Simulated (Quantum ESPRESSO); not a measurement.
**Hf (hcp): which axis gives way under pressure?**

Cell and atoms of hcp Hf are relaxed at set pressures, to see how each axis shrinks. The phase is followed to these pressures whether or not it stays the stable one.

Calculated with Quantum ESPRESSO 7.5, PBEsol, GBRV 1.5 ultrasoft potentials, cutoff 680 eV, Fermi–Dirac smearing 0.05 eV, k-mesh 16×16×9, no spin polarisation, no spin-orbit coupling.

Reference cell, relaxed at zero pressure with PBEsol (P6_3/mmc): a = 3.1629 Å, b = 3.1629 Å, c = 5.0017 Å, α = 90.00°, β = 90.00°, γ = 120.00°.

```csv
atom,x,y,z
Hf,0.3333,0.6667,0.7500
Hf,0.6667,0.3333,0.2500
```

```csv
P (GPa),a (Å),c (Å),c/a
−3.97,3.2031,5.0611,1.5800
−0.01,3.1629,5.0015,1.5813
9.95,3.0799,4.8849,1.5860
14.93,3.0448,4.8391,1.5893
19.92,3.0129,4.7992,1.5929
29.91,2.9562,4.7329,1.6010
```

**Question.** Give the linear compressibility of each axis at zero pressure, and the edges at 4.96 GPa, a row left out above.

Least squares with l = l0 + l1 P + l2 P² gives for a: l0 = 3.1644 Å, l1 = −9.129e−3 Å/GPa, l2 = 7.32e−5 Å/GPa², so β = −l1/l0 = 2.885 × 10⁻³ GPa⁻¹ and the withheld edge is 3.1209 Å. The run itself gives 3.1190 Å, so the estimate misses by 0.0019 Å; the fitted rows themselves lie up to 0.0016 Å off the law.

Least squares with l = l0 + l1 P + l2 P² gives for c: l0 = 5.0042 Å, l1 = −1.318e−2 Å/GPa, l2 = 1.39e−4 Å/GPa², so β = −l1/l0 = 2.634 × 10⁻³ GPa⁻¹ and the withheld edge is 4.9422 Å. The run itself gives 4.9381 Å, so the estimate misses by 0.0041 Å, more than the largest misfit of the fitted rows (0.0028 Å).

The compressibilities add to the volume compressibility, 2β_a + β_c = 8.404 × 10⁻³ GPa⁻¹, or B0 ≈ 119 GPa; a parabola over so wide a range errs a few per cent to the stiff side. The axes shrink nearly alike.

[Logs are printed without paths, hosts, clocks, repeated set-up lines and the standing remarks that a program may print on its own settings, such as how far it seeks lower states.]
